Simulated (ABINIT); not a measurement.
# Quasiparticle gap of Cs2AgSbBr6 (Fm-3m) in ABINIT, part 3 of 3

Aim: the G0W0 gap of Cs2AgSbBr6 (Fm-3m) on PBEsol, step by step.

ABINIT 10.8.3; PBEsol and many-body steps on it, plane waves. Known limits of the many-body steps: not at the basis limit; d shell near the gap, gap tends to lie low; no spin-orbit coupling; coarse k mesh.

So far. Step 4 (Empty states on the mesh, 2×2×2 mesh, 250 bands): On this mesh the gap is 0.812 eV. Step 5 (Screening, 2×2×2 mesh, 228 bands, screening to 81.6 eV): Local fields lower ε∞ by 15 %. On a Γ-centred mesh this coarse the value itself is usually too large, while a short band sum pulls it down.

## (6) Self-energy, 2×2×2 mesh, 228 bands, screening to 81.6 eV

The self-energy is evaluated for the states that the input lists, and the levels follow from it, in one-shot runs by the linearised quasiparticle equation.

This step: G0W0 on PBEsol, plane waves, norm-conserving pseudopotentials.

Input file run.abi:

```
acell 3*1.0 Angstrom
rprim 
  0.000000000000 5.689253000000 5.689253000000
  5.689253000000 0.000000000000 5.689253000000
  5.689253000000 5.689253000000 0.000000000000
ntypat 4
znucl 55 47 51 35
natom 10
typat 1 1 2 3 4 4 4 4 4 4
xred 
  0.750000000000 0.750000000000 0.750000000000
  0.250000000000 0.250000000000 0.250000000000
  0.500000000000 0.500000000000 0.500000000000
  0.000000000000 0.000000000000 0.000000000000
  0.751554000000 0.248446000000 0.248446000000
  0.248446000000 0.248446000000 0.751554000000
  0.248446000000 0.751554000000 0.751554000000
  0.248446000000 0.751554000000 0.248446000000
  0.751554000000 0.248446000000 0.751554000000
  0.751554000000 0.751554000000 0.248446000000
pp_dirpath "pseudos"
pseudos "Cs.upf, Ag.upf, Sb.upf, Br.upf"
ecut 40
ngkpt 2 2 2
nshiftk 1
shiftk 0 0 0
kptopt 1
chksymbreak 0
istwfk *1
occopt 1
irdwfk 1
optdriver 4
nband 228
gwcalctyp 0
ecutsigx 40
symsigma 1
nkptgw 3
kptgw 
  0.5000000000 0.5000000000 0.0000000000
  0.5000000000 0.0000000000 0.0000000000
  0.0000000000 0.0000000000 0.0000000000
bdgw 
  80 83
  79 84
  80 84
ecuteps 3
irdscr 1
ppmodel 1
indata_prefix "in"
outdata_prefix "out"
tmpdata_prefix "tmp"
```

Command:

```
OMP_NUM_THREADS=1 mpirun -n 4 abinit run.abi > log
```

Numbers of over 12 decimals in the logs are rounded to 6 here.

What it wrote:

```text
.Version 10.8.3 of ABINIT. v10.8.2 released Aug 2026.

 Symmetries : space group Fm -3 m (#225); Bravais cF (face-center cubic)
[... echo of the input left out ...]
== DATASET  1 ==================================================================
-   mpi_nproc: 4, omp_nthreads: 1 (-1 if OMP is not activated)

--- !DatasetInfo
iteration_state: {dtset: 1, }
dimensions: {natom: 10, nkpt: 3, mband: 228, nsppol: 1, nspinor: 1, nspden: 1, mpw: 30155, }
cutoff_energies: {ecut:  40.0, pawecutdg:  -1.0, }
electrons: {nelect:   1.62000000E+02, charge:   0.00000000E+00, occopt:   1.00000000E+00, tsmear:   1.00000000E-02, }

 SIGMA: Calculation of the GW corrections

 Based on a program developped by R.W. Godby, V. Olevano, G. Onida, and L. Reining.
 Incorporated in ABINIT by V. Olevano, G.-M. Rignanese, and M. Torrent.
.Using double precision arithmetic ; gwpc =  8

[... cell and pseudopotentials left out ...]
--------------------------------------------------------------------------------

 ==== K-mesh for the wavefunctions ====
 Number of points in the irreducible wedge :     3
[... list of points left out ...]
 Together with 48 symmetry operations and time-reversal symmetry
 yields     8 points in the full Brillouin Zone.

 ==== Q-mesh for screening function ====
 Number of points in the irreducible wedge :     3
[... list of points left out ...]
 Together with 48 symmetry operations and time-reversal symmetry
 yields     8 points in the full Brillouin Zone.

 vcoul_init : cutoff-mode = AUXILIARY_FUNCTION
 q-points for optical limit:   1
     1)      0.000010    0.000020    0.000030
 setmesh: FFT mesh size selected  =    90x   90x   90
          total number of points  =       729000

 Number of electrons calculated from density =  162.0000; Expected =  162.0000
 average of density, n =  0.065181
 r_s =    1.5415
 omega_plasma =   24.6273 [eV]

 === KS Band Gaps ===
  >>>> For spin  1
   Minimum direct gap =   1.9811 [eV], located at k-point      :   0.5000  0.0000  0.0000
   Fundamental gap    =   0.8120 [eV], Top of valence bands at :   0.5000  0.5000  0.0000
                                       Bottom of conduction at :   0.5000  0.0000  0.0000
 SIGMA fundamental parameters:
 PLASMON POLE MODEL  1
 number of plane-waves for SigmaX                30155
 number of plane-waves for SigmaC and W            609
 number of plane-waves for wavefunctions         30155
 number of bands                                   228
 number of independent spin polarizations            1
 number of spinorial components                      1
 number of k-points in IBZ                           3
 number of q-points in IBZ                           3
 number of symmetry operations                      48
 number of k-points in BZ                            8
 number of q-points in BZ                            8
 number of frequencies for dSigma/dE                 9
 frequency step for dSigma/dE [eV]                0.25
 number of omega for Sigma on real axis              0
 max omega for Sigma on real axis  [eV]           0.00
 zcut for avoiding poles [eV]                     0.10

 EPSILON^-1 parameters (SCR file):
 dimension of the eps^-1 matrix on file            609
 dimension of the eps^-1 matrix used               609
 number of plane-waves for wavefunctions         30155
 number of bands                                   228
 number of q-points in IBZ                           3
 number of frequencies                               2
 number of real frequencies                          1
 number of imag frequencies                          1

 matrix elements of self-energy operator (all in [eV])

 Perturbative Calculation

--- !SelfEnergy_ee
iteration_state: {dtset: 1, }
kpoint     : [   0.500,    0.500,    0.000, ]
spin       : 1
KS_gap     :    2.314
QP_gap     :    3.765
Delta_QP_KS:    1.451
data: !SigmaeeData |
     Band     E0 <VxcDFT>   SigX SigC(E0)      Z dSigC/dE  Sig(E)    E-E0       E
       80   1.001 -19.461 -23.997   3.698   0.774  -0.291 -20.110  -0.649   0.352
       81   1.963 -18.089 -21.343   2.640   0.791  -0.265 -18.575  -0.486   1.477
       82   4.278 -13.163  -9.561  -2.395   0.800  -0.250 -12.198   0.965   5.243
       83   4.278 -13.163  -9.561  -2.395   0.800  -0.250 -12.198   0.965   5.243

--- !SelfEnergy_ee
iteration_state: {dtset: 1, }
kpoint     : [   0.500,    0.000,    0.000, ]
spin       : 1
KS_gap     :    1.981
QP_gap     :    3.635
Delta_QP_KS:    1.654
data: !SigmaeeData |
     Band     E0 <VxcDFT>   SigX SigC(E0)      Z dSigC/dE  Sig(E)    E-E0       E
       79   0.599 -16.308 -20.991   3.442   0.780  -0.282 -17.277  -0.969  -0.369
       80   0.599 -16.308 -20.991   3.442   0.780  -0.282 -17.277  -0.969  -0.369
       81   0.794 -14.709 -17.561   2.147   0.794  -0.260 -15.269  -0.560   0.234
       82   2.775 -12.422  -8.677  -2.393   0.809  -0.236 -11.328   1.094   3.870
       83   5.107 -14.889 -11.603  -2.205   0.790  -0.265 -14.035   0.855   5.962
       84   5.107 -14.889 -11.603  -2.205   0.790  -0.265 -14.035   0.855   5.962

--- !SelfEnergy_ee
iteration_state: {dtset: 1, }
kpoint     : [   0.000,    0.000,    0.000, ]
spin       : 1
KS_gap     :    2.843
QP_gap     :    4.457
Delta_QP_KS:    1.614
data: !SigmaeeData |
     Band     E0 <VxcDFT>   SigX SigC(E0)      Z dSigC/dE  Sig(E)    E-E0       E
       80   1.006 -19.460 -23.992   3.693   0.774  -0.291 -20.110  -0.650   0.357
       81   1.006 -19.460 -23.992   3.693   0.774  -0.291 -20.110  -0.650   0.357
       82   3.850 -12.395  -8.791  -2.409   0.806  -0.240 -11.431   0.964   4.814
       83   3.850 -12.395  -8.791  -2.409   0.806  -0.240 -11.431   0.964   4.814
       84   3.850 -12.395  -8.791  -2.409   0.806  -0.240 -11.431   0.964   4.814

 New Fermi energy :        9.825509E-02 Ha ,    2.673657E+00 eV

 === QP Band Gaps ===
  >>>> For spin  1
   Minimum direct gap =   3.6355 [eV], located at k-point      :   0.5000  0.0000  0.0000
   Fundamental gap    =   2.3924 [eV], Top of valence bands at :   0.5000  0.5000  0.0000
                                       Bottom of conduction at :   0.5000  0.0000  0.0000

== END DATASET(S) ==============================================================
================================================================================

 -outvars: echo values of variables after computation  --------
           etotal      0.0000000000E+00
            nband         228
             nkpt           3
          spgroup         225
 [... the other variables as echoed above ...]

 Calculation completed.
```

The job ended after 73 s (4 MPI ranks of Arm Neoverse V2, shared host; peak memory 5.8 GiB).

This step gave:

```yaml
g0w0_gap_on_the_points_computed: 2.393 eV
starting_gap_on_the_mesh: 0.8123 eV
k_of_the_valence_top: 0.5, 0.5, 0
k_of_the_conduction_bottom: 0.5, 0, 0
z_at_the_valence_top: 0.791
z_at_the_conduction_bottom: 0.809
least_direct_g0w0_gap_on_the_computed_points: 3.636 eV
```

The gap on the mesh goes from 0.81 eV to 2.39 eV, a correction of +1.58 eV.

Limits: finite bands, cutoff and mesh; d shell near the gap, gap tends to lie low; no spin-orbit coupling; coarse k mesh. v1 is the top filled band, c1 the lowest empty one. The levels before and after the correction (eV, zero at the valence-band top of each column):

|  | conduction bottom | valence top |
| --- | --- | --- |
| Kohn-Sham | 0.81 | 0.00 |
| G0W0 | 2.39 | 0.00 |

|  | level | energy (eV) |
| --- | --- | --- |
| Kohn-Sham | (0.5 0.5 0) v2 | -0.962 |
| Kohn-Sham | (0.5 0.5 0) v1 | 0.000 |
| Kohn-Sham | (0.5 0.5 0) c1-c2 | 2.314 |
| Kohn-Sham | (0.5 0 0) v3-v2 | -1.364 |
| Kohn-Sham | (0.5 0 0) v1 | -1.169 |
| Kohn-Sham | (0.5 0 0) c1 | 0.812 |
| Kohn-Sham | (0.5 0 0) c2-c3 | 3.144 |
| G0W0 | (0.5 0.5 0) v2 | -1.125 |
| G0W0 | (0.5 0.5 0) v1 | 0.000 |
| G0W0 | (0.5 0.5 0) c1-c2 | 3.766 |
| G0W0 | (0.5 0 0) v3-v2 | -1.846 |
| G0W0 | (0.5 0 0) v1 | -1.243 |
| G0W0 | (0.5 0 0) c1 | 2.393 |
| G0W0 | (0.5 0 0) c2-c3 | 4.485 |

## (7) Where the time went

Times are wall times on the hardware named with each run, good to a factor of about two.

| step | time | share | memory (GiB) |
| --- | --- | --- | --- |
| ground state | 10 min | 26 % | 1.5 |
| bands along the symmetry lines | 11 min | 28 % | 1.5 |
| empty states on the mesh | 8.8 min | 22 % | 0.92 |
| screening | 8.1 min | 20 % | 8.4 |
| self-energy | 73 s | 3 % | 5.8 |

## (8) Summary of results

```yaml
pbesol_gap: 0.81 eV, indirect
g0w0_gap_on_the_mesh: 2.39 eV
gw_settings: 2×2×2 mesh, 228 bands, screening to 81.6 eV, Godby-Needs plasmon pole
known_limits: not at the basis limit; d shell near the gap, gap tends to lie low; no spin-orbit coupling; coarse k mesh
```

**Reading.** G0W0 moves the gap on the mesh from 0.81 eV to 2.39 eV (+1.58 eV), with Z of 0.79 and 0.81 at the edges. Local fields lower the RPA ε∞ on this mesh from 7.80 to 6.61; a Γ-centred mesh this coarse tends to raise both, most where the direct gap is narrow, while a short band sum lowers them. Against experiment, by G0W0@PBEsol: the gap of 2.39 eV lies +0.21 eV from the measured 2.18 eV (indirect, 2020). The calculation has static nuclei and no excitons; a measured gap holds zero-point and thermal motion, which mostly lowers it. Bands and cutoff are finite, so the gap is not at the basis limit. The miss can reach some tenths of an eV and take either sign; the mesh is an error of its own. The 2×2×2 mesh is coarse for this cell, which bears on the long-range parts of exchange and screening. A d shell, filled or nearly so, lies near the gap. One-shot GW converges very slowly in bands there, not always from below, and on a semilocal start the gap tends to come out low; starts rich in exact exchange can overshoot instead. The many-body steps are scalar-relativistic: spin-orbit coupling is not in them.

[Paths, hosts, dates, memory and timing lines, banners, echoed tables and standing remarks are left out of the program output.]

[Logs are printed without paths, hosts, clocks, repeated set-up lines and the standing remarks that a program may print on its own settings, such as how far it seeks lower states.]

[Runs of the session that timed out or met a known fault of the program may be left out.]

[Hosts, paths, dates, database ids (printed as entryN), source tags and the programs' standing remarks are cut or masked in the printed files.]

[G0W0 gaps are taken among the corrected bands and points alone; a level outside them can change the order at an edge.]

[Where Ansatz stands beside ABINIT at settings called matched, ABINIT's density can come from a denser mesh and the files from another edition; pairs whose starting gaps differed by over 0.03 eV were left out, so agreement reads better than it is.]
